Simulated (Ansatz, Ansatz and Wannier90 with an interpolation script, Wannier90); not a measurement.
An input for Ansatz 0.2.0 (Sb (buckled honeycomb monolayer)):

```yaml
crystal:
  lattice:
    - [4.0191575141, 0.0, 0.0]
    - [-2.0095787571, 3.480692509, 0.0]
    - [0.0, 0.0, 26.4]
  atoms:
    - { symbol: Sb, position: [0.3333333333, 0.6666666667, 0.4693529811] }
    - { symbol: Sb, position: [0.6666666667, 0.3333333333, 0.5306470189] }
  periodic: [true, true, false]
kpoints:
  mp_grid: { grid: [6, 6, 1] }
hamiltonian:
  xc: lda
scf:
  occupations: { method: fixed }
  n_extra_bands: 181
output:
  wannier:
    kmesh: [12, 12, 1]
    projections: [{ species: Sb, l: s, shell: 5 }, { species: Sb, l: p, shell: 5 }]
    minimise: true
    write_hr: true
    seedname: w
    conv_tol: 1.0e-06
    max_iter: 20000
    stability_check: false
    disentanglement:
      window: [-16.9, 0.87]
      frozen_window: [-16.9, -2.13]
      conv_tol: 1.0e-08
```

```sh
ansatz run input.yaml --threads 12 --pin off --max-ram 22118MiB --backend cpu --events-out ev --progress --plain --runs-dir out
```

**Question.** How long will it take on 12 threads of Arm Neoverse V2, shared host, and how much memory?

It took 36 s; on shared hardware allow 18 s to 72 s. Peak host memory was 4.1 GiB.

[Paths, hosts, dates, memory and timing lines, banners, echoed tables and standing remarks are left out of the program output.]

[Logs are printed without paths, hosts, clocks, repeated set-up lines and the standing remarks that a program may print on its own settings, such as how far it seeks lower states.]

[Runs of the session that timed out or met a known fault of the program may be left out.]

[Hosts, paths, dates, database ids (printed as entryN), source tags and the programs' standing remarks are cut or masked in the printed files.]
